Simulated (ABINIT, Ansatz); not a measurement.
# Rb2AlTlH6 (Fm-3m): bands and cutoff in G0W0 with ABINIT

Aim: raise bands and screening cutoff together for Rb2AlTlH6 (Fm-3m) and follow gap and time.

Program: ABINIT 10.8.3. Level of theory: LDA and many-body steps on it, plane waves. Results are calculated unless marked as measured.

### 1. Starting point

Symmetry: Fm-3m, No. 225, cubic system. The conventional cell has a = 8.687 Å, b = 8.687 Å, c = 8.687 Å, α = 90.00°, β = 90.00°, γ = 90.00°. Rb has 12 H at 3.10 Å nearest. Nearest to Al lie 6 H at 1.79 Å. Nearest to Tl lie 6 H at 2.56 Å. Nearest to H lie 1 Al at 1.79 Å and 4 H at 2.53 Å and 1 Tl at 2.56 Å and 4 Rb at 3.10 Å. Farther neighbours are not listed.

The cell and positions are those that the Materials Project relaxed with its own functionals (PBE, PBE+U or r2SCAN), kept fixed. Spin-orbit coupling is left out unless a step names it.

### 2. Empty states on the mesh, 2×2×2 mesh, 314 bands

This step: ABINIT 10.8.3; DFT, LDA, plane waves, norm-conserving pseudopotentials.

The sums over transitions need many empty states on a uniform mesh; this step solves for them.

File run.abi:

```
acell 3*1.0 Angstrom
rprim 
  0.000000000000 4.343365000000 4.343365000000
  4.343365000000 -0.000000000000 4.343365000000
  4.343365000000 4.343365000000 -0.000000000000
ntypat 4
znucl 37 13 81 1
natom 10
typat 1 1 2 3 4 4 4 4 4 4
xred 
  0.250000000000 0.250000000000 0.250000000000
  0.750000000000 0.750000000000 0.750000000000
  0.500000000000 0.500000000000 0.500000000000
  0.000000000000 0.000000000000 -0.000000000000
  0.294156000000 0.705844000000 0.705844000000
  0.294156000000 0.705844000000 0.294156000000
  0.705844000000 0.294156000000 0.705844000000
  0.705844000000 0.705844000000 0.294156000000
  0.294156000000 0.294156000000 0.705844000000
  0.705844000000 0.294156000000 0.294156000000
pp_dirpath "pseudos"
pseudos "Rb.upf, Al.upf, Tl.upf, H.upf"
ecut 31
ngkpt 2 2 2
nshiftk 1
shiftk 0 0 0
kptopt 1
chksymbreak 0
iscf -2
irdden 1
istwfk *1
nband 314
nbdbuf 28
tolwfr 1e-09
nstep 60
prtvol 0
indata_prefix "in"
outdata_prefix "out"
tmpdata_prefix "tmp"
```

On the command line:

```bash
> OMP_NUM_THREADS=1 mpirun -n 4 abinit run.abi > log
```

Numbers of over 12 decimals in the logs are rounded to 6 here.

Log:

```text
.Version 10.8.3 of ABINIT. v10.8.2 released Aug 2026.

 Symmetries : space group Fm -3 m (#225); Bravais cF (face-center cubic)
[... echo of the input left out ...]
== DATASET  1 ==================================================================
-   mpi_nproc: 4, omp_nthreads: 1 (-1 if OMP is not activated)
-    --> not optimal distribution: autoparal keyword recommended in input file <--

--- !DatasetInfo
iteration_state: {dtset: 1, }
dimensions: {natom: 10, nkpt: 3, mband: 314, nsppol: 1, nspinor: 1, nspden: 1, mpw: 9185, }
cutoff_energies: {ecut:  31.0, pawecutdg:  -1.0, }
[...]
2.81606    2.81606    2.88472    2.88481    2.88500    2.88520    2.88566    2.88985
   2.89003    2.89015    2.89838    2.89986    2.90173    2.90656    2.90852    2.91097
   2.92247    2.92340
 prteigrs : prtvol=0 or 1, do not print more k-points.

== END DATASET(S) ==============================================================
================================================================================

 -outvars: echo values of variables after computation  --------
            nband         314
             nkpt           3
          spgroup         225
 [... the other variables as echoed above ...]

 Calculation completed.
```

It took 3.8 min on 4 MPI ranks of Arm Neoverse V1, shared host; peak memory 0.49 GiB.

Numbers from this step:

* gap: 0.4014 eV
* k of the valence top: 0.5, 0.5, 0
* k of the conduction bottom: 0.5, 0, 0
* least direct gap: 1.814 eV
* k points computed: 3
* lowest point of the top converged band, above the valence top: 72.3706 eV

On this mesh the gap is 0.401 eV.

The density comes from a self-consistent run that is not shown.

### 3. Screening, 2×2×2 mesh, 53 bands, screening to 62.6 eV

The RPA dielectric matrix is built and inverted for each q.

This step: RPA screening on LDA, plane waves, norm-conserving pseudopotentials.

run.abi: that of step 2 with these lines changed.

```diff
@@ -28,10 +28,11 @@
 chksymbreak 0
-iscf -2
-irdden 1
 istwfk *1
-nband 314
-nbdbuf 28
-tolwfr 1e-09
-nstep 60
-prtvol 0
+occopt 1
+irdwfk 1
+optdriver 3
+nband 53
+ecuteps 2.3
+inclvkb 2
+awtr 1
+symchi 1
 indata_prefix "in"
```

Log:

```text
.Version 10.8.3 of ABINIT. v10.8.2 released Aug 2026.

 Symmetries : space group Fm -3 m (#225); Bravais cF (face-center cubic)
[... echo of the input left out ...]
== DATASET  1 ==================================================================
-   mpi_nproc: 4, omp_nthreads: 1 (-1 if OMP is not activated)

--- !DatasetInfo
iteration_state: {dtset: 1, }
dimensions: {natom: 10, nkpt: 3, mband: 53, nsppol: 1, nspinor: 1, nspden: 1, mpw: 9185, }
cutoff_energies: {ecut:  31.0, pawecutdg:  -1.0, }
electrons: {nelect:   4.00000000E+01, charge:   0.00000000E+00, occopt:   1.00000000E+00, tsmear:   1.00000000E-02, }

 SCREENING: Calculation of the susceptibility and dielectric matrices

 Based on a program developped by R.W. Godby, V. Olevano, G. Onida, and L. Reining.
 Incorporated in ABINIT by V. Olevano, G.-M. Rignanese, and M. Torrent.
.Using double precision arithmetic ; gwpc =  8

[... cell and pseudopotentials left out ...]
--------------------------------------------------------------------------------

 ==== K-mesh for the wavefunctions ====
 Number of points in the irreducible wedge :     3
[... list of points left out ...]
 Together with 48 symmetry operations and time-reversal symmetry
 yields     8 points in the full Brillouin Zone.

 ==== Q-mesh for the screening function ====
 Number of points in the irreducible wedge :     3
[... list of points left out ...]
 Together with 48 symmetry operations and time-reversal symmetry
 yields     8 points in the full Brillouin Zone.

 setmesh: FFT mesh size selected  =    40x   40x   40
          total number of points  =        64000

 vcoul_init : cutoff-mode = AUXILIARY_FUNCTION
 q-points for optical limit:   1
     1)      0.000010    0.000020    0.000030

- screening: taking advantage of time-reversal symmetry
- Maximum band index for partially occupied states nbvw = 20
- Remaining bands to be divided among processors   nbcw = 33
- Number of bands treated by each node ~8

 Number of electrons calculated from density =   40.0000; Expected =   40.0000
 average of density, n =  0.036170
 r_s =    1.8758
 omega_plasma =   18.3456 [eV]

 calculating chi0 at frequencies [eV] :
  1    0.000000E+00    0.000000E+00
  2    0.000000E+00    1.834564E+01

--------------------------------------------------------------------------------
  q-point number  1        q = ( 0.000000, 0.000000, 0.000000) [r.l.u.]
--------------------------------------------------------------------------------
[... chi0 elements left out ...]
 For q-point:  0.000010 0.000020 0.000030
  dielectric constant =   8.9155
  dielectric constant without local fields =  10.4730

  Average fulfillment of the sum rule on Im[epsilon] for q-point    1 :     38.43  [%]
[... wings left out ...]
  q-point number  2        q = ( 0.500000, 0.000000, 0.000000) [r.l.u.]
--------------------------------------------------------------------------------
[... chi0 elements left out ...]
  Average fulfillment of the sum rule on Im[epsilon] for q-point    2 :     49.97  [%]

 [... 1 further q-points ...]
```

It took 10 s on 4 MPI ranks; peak memory 1.1 GiB; 40 s of CPU time.

Numbers from this step:

- ε∞ with local fields, on this mesh, along the program's q direction: 8.915
- the same without local fields: 10.47
- plasma frequency: 18.35 eV
- plane waves in the screening matrix: 169

Local fields lower ε∞ by 15 %. On a Γ-centred mesh this coarse the value itself is usually too large, while a short band sum pulls it down.

### 4. 53 bands, 62.6 eV

The self-energy is evaluated for the states that the input lists, and the levels follow from it, in one-shot runs by the linearised quasiparticle equation.

This step: G0W0 on LDA, plane waves, norm-conserving pseudopotentials.

run.abi: that of step 3 with these lines changed.

```diff
@@ -31,8 +31,19 @@
 irdwfk 1
-optdriver 3
+optdriver 4
 nband 53
+gwcalctyp 0
+ecutsigx 31
+symsigma 1
+nkptgw 3
+kptgw 
+  0.5000000000 0.5000000000 0.0000000000
+  0.5000000000 0.0000000000 0.0000000000
+  0.0000000000 0.0000000000 0.0000000000
+bdgw 
+  19 22
+  18 23
+  19 23
 ecuteps 2.3
-inclvkb 2
-awtr 1
-symchi 1
+irdscr 1
+ppmodel 1
 indata_prefix "in"
```

Log:

```text
.Version 10.8.3 of ABINIT. v10.8.2 released Aug 2026.

 Symmetries : space group Fm -3 m (#225); Bravais cF (face-center cubic)
[... echo of the input left out ...]
== DATASET  1 ==================================================================
-   mpi_nproc: 4, omp_nthreads: 1 (-1 if OMP is not activated)

--- !DatasetInfo
iteration_state: {dtset: 1, }
dimensions: {natom: 10, nkpt: 3, mband: 53, nsppol: 1, nspinor: 1, nspden: 1, mpw: 9185, }
cutoff_energies: {ecut:  31.0, pawecutdg:  -1.0, }
electrons: {nelect:   4.00000000E+01, charge:   0.00000000E+00, occopt:   1.00000000E+00, tsmear:   1.00000000E-02, }

 SIGMA: Calculation of the GW corrections

 Based on a program developped by R.W. Godby, V. Olevano, G. Onida, and L. Reining.
 Incorporated in ABINIT by V. Olevano, G.-M. Rignanese, and M. Torrent.
.Using double precision arithmetic ; gwpc =  8

[... cell and pseudopotentials left out ...]
--------------------------------------------------------------------------------

 ==== K-mesh for the wavefunctions ====
 Number of points in the irreducible wedge :     3
[... list of points left out ...]
 Together with 48 symmetry operations and time-reversal symmetry
 yields     8 points in the full Brillouin Zone.

 ==== Q-mesh for screening function ====
 Number of points in the irreducible wedge :     3
[... list of points left out ...]
 Together with 48 symmetry operations and time-reversal symmetry
 yields     8 points in the full Brillouin Zone.

 vcoul_init : cutoff-mode = AUXILIARY_FUNCTION
 q-points for optical limit:   1
     1)      0.000010    0.000020    0.000030
 setmesh: FFT mesh size selected  =    60x   60x   60
          total number of points  =       216000

 Number of electrons calculated from density =   40.0000; Expected =   40.0000
 average of density, n =  0.036170
 r_s =    1.8758
 omega_plasma =   18.3456 [eV]

 === KS Band Gaps ===
  >>>> For spin  1
   Minimum direct gap =   1.8140 [eV], located at k-point      :   0.5000  0.5000  0.0000
   Fundamental gap    =   0.4013 [eV], Top of valence bands at :   0.5000  0.5000  0.0000
                                       Bottom of conduction at :   0.5000  0.0000  0.0000
 SIGMA fundamental parameters:
 PLASMON POLE MODEL  1
 number of plane-waves for SigmaX                 9185
 number of plane-waves for SigmaC and W            169
 number of plane-waves for wavefunctions          9185
 number of bands                                    53
 number of independent spin polarizations            1
 number of spinorial components                      1
 number of k-points in IBZ                           3
 number of q-points in IBZ                           3
 number of symmetry operations                      48
 number of k-points in BZ                            8
 number of q-points in BZ                            8
 number of frequencies for dSigma/dE                 9
 frequency step for dSigma/dE [eV]                0.25
 number of omega for Sigma on real axis              0
 max omega for Sigma on real axis  [eV]           0.00
 zcut for avoiding poles [eV]                     0.10

 EPSILON^-1 parameters (SCR file):
 dimension of the eps^-1 matrix on file            169
 dimension of the eps^-1 matrix used               169
 number of plane-waves for wavefunctions          9185
 number of bands                                    53
 number of q-points in IBZ                           3
 number of frequencies                               2
 number of real frequencies                          1
 number of imag frequencies                          1

 matrix elements of self-energy operator (all in [eV])

 Perturbative Calculation

--- !SelfEnergy_ee
iteration_state: {dtset: 1, }
kpoint     : [   0.500,    0.500,    0.000, ]
spin       : 1
KS_gap     :    1.814
QP_gap     :    2.812
Delta_QP_KS:    0.998
data: !SigmaeeData |
     Band     E0 <VxcDFT>   SigX SigC(E0)      Z dSigC/dE  Sig(E)    E-E0       E
       19   1.021 -11.193 -13.861   2.809   0.769  -0.301 -11.085   0.108   1.130
       20   2.165 -11.838 -13.677   2.165   0.787  -0.271 -11.582   0.256   2.421
       21   3.979  -9.184  -5.356  -2.283   0.812  -0.232  -7.930   1.254   5.234
       22   3.979  -9.184  -5.356  -2.283   0.812  -0.232  -7.930   1.254   5.234

--- !SelfEnergy_ee
iteration_state: {dtset: 1, }
kpoint     : [   0.500,    0.000,    0.000, ]
spin       : 1
KS_gap     :    2.698
QP_gap     :    3.752
Delta_QP_KS:    1.055
data: !SigmaeeData |
     Band     E0 <VxcDFT>   SigX SigC(E0)      Z dSigC/dE  Sig(E)    E-E0       E
       18  -0.236 -10.322 -13.136   2.851   0.769  -0.300 -10.293   0.029  -0.207
       19  -0.236 -10.322 -13.136   2.851   0.769  -0.300 -10.293   0.029  -0.207
[...]
--- !SelfEnergy_ee
iteration_state: {dtset: 1, }
kpoint     : [   0.000,    0.000,    0.000, ]
spin       : 1
KS_gap     :    3.500
QP_gap     :    4.568
Delta_QP_KS:    1.068
data: !SigmaeeData |
     Band     E0 <VxcDFT>   SigX SigC(E0)      Z dSigC/dE  Sig(E)    E-E0       E
[...]
21   4.155  -9.390  -5.698  -2.213   0.811  -0.232  -8.190   1.199   5.355
       22   4.155  -9.390  -5.698  -2.213   0.811  -0.232  -8.190   1.199   5.355
       23   4.155  -9.390  -5.698  -2.213   0.811  -0.232  -8.190   1.199   5.355

 New Fermi energy :        1.125472E-01 Ha ,    3.062564E+00 eV

 === QP Band Gaps ===
  >>>> For spin  1
   Minimum direct gap =   2.8123 [eV], located at k-point      :   0.5000  0.5000  0.0000
   Fundamental gap    =   1.2823 [eV], Top of valence bands at :   0.5000  0.5000  0.0000
                                       Bottom of conduction at :   0.5000  0.0000  0.0000

== END DATASET(S) ==============================================================
================================================================================

 -outvars: echo values of variables after computation  --------
           etotal      0.0000000000E+00
            nband          53
             nkpt           3
          spgroup         225
 [... the other variables as echoed above ...]

 Calculation completed.
```

Elapsed: 7.2 s, on 4 MPI ranks; peak memory 1 GiB.

This step gave:

```
G0W0 gap on the points computed              : 1.283 eV
starting gap on the mesh                     : 0.4014 eV
k of the valence top                         : 0.5, 0.5, 0
k of the conduction bottom                   : 0.5, 0, 0
Z at the valence top                         : 0.787
Z at the conduction bottom                   : 0.815
least direct G0W0 gap on the computed points : 2.813 eV
```

The gap on the mesh goes from 0.40 eV to 1.28 eV, a correction of +0.88 eV.

### 5. Screening, 2×2×2 mesh, 128 bands, screening to 114.3 eV

This step: RPA screening on LDA, plane waves, norm-conserving pseudopotentials.

run.abi: that of step 4 with these lines changed.

```diff
@@ -31,19 +31,8 @@
 irdwfk 1
-optdriver 4
-nband 53
-gwcalctyp 0
-ecutsigx 31
-symsigma 1
-nkptgw 3
-kptgw 
-  0.5000000000 0.5000000000 0.0000000000
-  0.5000000000 0.0000000000 0.0000000000
-  0.0000000000 0.0000000000 0.0000000000
-bdgw 
-  19 22
-  18 23
-  19 23
-ecuteps 2.3
-irdscr 1
-ppmodel 1
+optdriver 3
+nband 128
+ecuteps 4.2
+inclvkb 2
+awtr 1
+symchi 1
 indata_prefix "in"
```

Log:

```text
.Version 10.8.3 of ABINIT. v10.8.2 released Aug 2026.

 Symmetries : space group Fm -3 m (#225); Bravais cF (face-center cubic)
[... echo of the input left out ...]
== DATASET  1 ==================================================================
-   mpi_nproc: 4, omp_nthreads: 1 (-1 if OMP is not activated)

--- !DatasetInfo
iteration_state: {dtset: 1, }
dimensions: {natom: 10, nkpt: 3, mband: 128, nsppol: 1, nspinor: 1, nspden: 1, mpw: 9185, }
cutoff_energies: {ecut:  31.0, pawecutdg:  -1.0, }
electrons: {nelect:   4.00000000E+01, charge:   0.00000000E+00, occopt:   1.00000000E+00, tsmear:   1.00000000E-02, }

 SCREENING: Calculation of the susceptibility and dielectric matrices

 Based on a program developped by R.W. Godby, V. Olevano, G. Onida, and L. Reining.
 Incorporated in ABINIT by V. Olevano, G.-M. Rignanese, and M. Torrent.
.Using double precision arithmetic ; gwpc =  8

[... cell and pseudopotentials left out ...]
--------------------------------------------------------------------------------

 ==== K-mesh for the wavefunctions ====
 Number of points in the irreducible wedge :     3
[... list of points left out ...]
 Together with 48 symmetry operations and time-reversal symmetry
 yields     8 points in the full Brillouin Zone.

 ==== Q-mesh for the screening function ====
 Number of points in the irreducible wedge :     3
[... list of points left out ...]
 Together with 48 symmetry operations and time-reversal symmetry
 yields     8 points in the full Brillouin Zone.

 setmesh: FFT mesh size selected  =    40x   40x   40
          total number of points  =        64000

 vcoul_init : cutoff-mode = AUXILIARY_FUNCTION
 q-points for optical limit:   1
     1)      0.000010    0.000020    0.000030

- screening: taking advantage of time-reversal symmetry
- Maximum band index for partially occupied states nbvw = 20
- Remaining bands to be divided among processors   nbcw = 108
- Number of bands treated by each node ~27

 Number of electrons calculated from density =   40.0000; Expected =   40.0000
 average of density, n =  0.036170
 r_s =    1.8758
 omega_plasma =   18.3456 [eV]

 calculating chi0 at frequencies [eV] :
  1    0.000000E+00    0.000000E+00
  2    0.000000E+00    1.834564E+01

--------------------------------------------------------------------------------
  q-point number  1        q = ( 0.000000, 0.000000, 0.000000) [r.l.u.]
--------------------------------------------------------------------------------
[... chi0 elements left out ...]
 For q-point:  0.000010 0.000020 0.000030
  dielectric constant =   8.9822
  dielectric constant without local fields =  10.5499

  Average fulfillment of the sum rule on Im[epsilon] for q-point    1 :     71.06  [%]
[... wings left out ...]
  q-point number  2        q = ( 0.500000, 0.000000, 0.000000) [r.l.u.]
--------------------------------------------------------------------------------
[... chi0 elements left out ...]
  Average fulfillment of the sum rule on Im[epsilon] for q-point    2 :     79.29  [%]

 [... 1 further q-points ...]
```

The job ended after 24 s (4 MPI ranks; peak memory 1.5 GiB).

Numbers from this step:

| Quantity | Value |
| --- | --- |
| ε∞ with local fields, on this mesh, along the program's q direction | 8.982 |
| the same without local fields | 10.55 |
| plasma frequency | 18.35 eV |
| plane waves in the screening matrix | 459 |

(Part 1 of 2 ends here.)

[Paths, hosts, dates, memory and timing lines, banners, echoed tables and standing remarks are left out of the program output.]

[Logs are printed without paths, hosts, clocks, repeated set-up lines and the standing remarks that a program may print on its own settings, such as how far it seeks lower states.]

[Runs of the session that timed out or met a known fault of the program may be left out.]

[Hosts, paths, dates, database ids (printed as entryN), source tags and the programs' standing remarks are cut or masked in the printed files.]

[G0W0 gaps are taken among the corrected bands and points alone; a level outside them can change the order at an edge.]

[Where Ansatz stands beside ABINIT at settings called matched, ABINIT's density can come from a denser mesh and the files from another edition; pairs whose starting gaps differed by over 0.03 eV were left out, so agreement reads better than it is.]
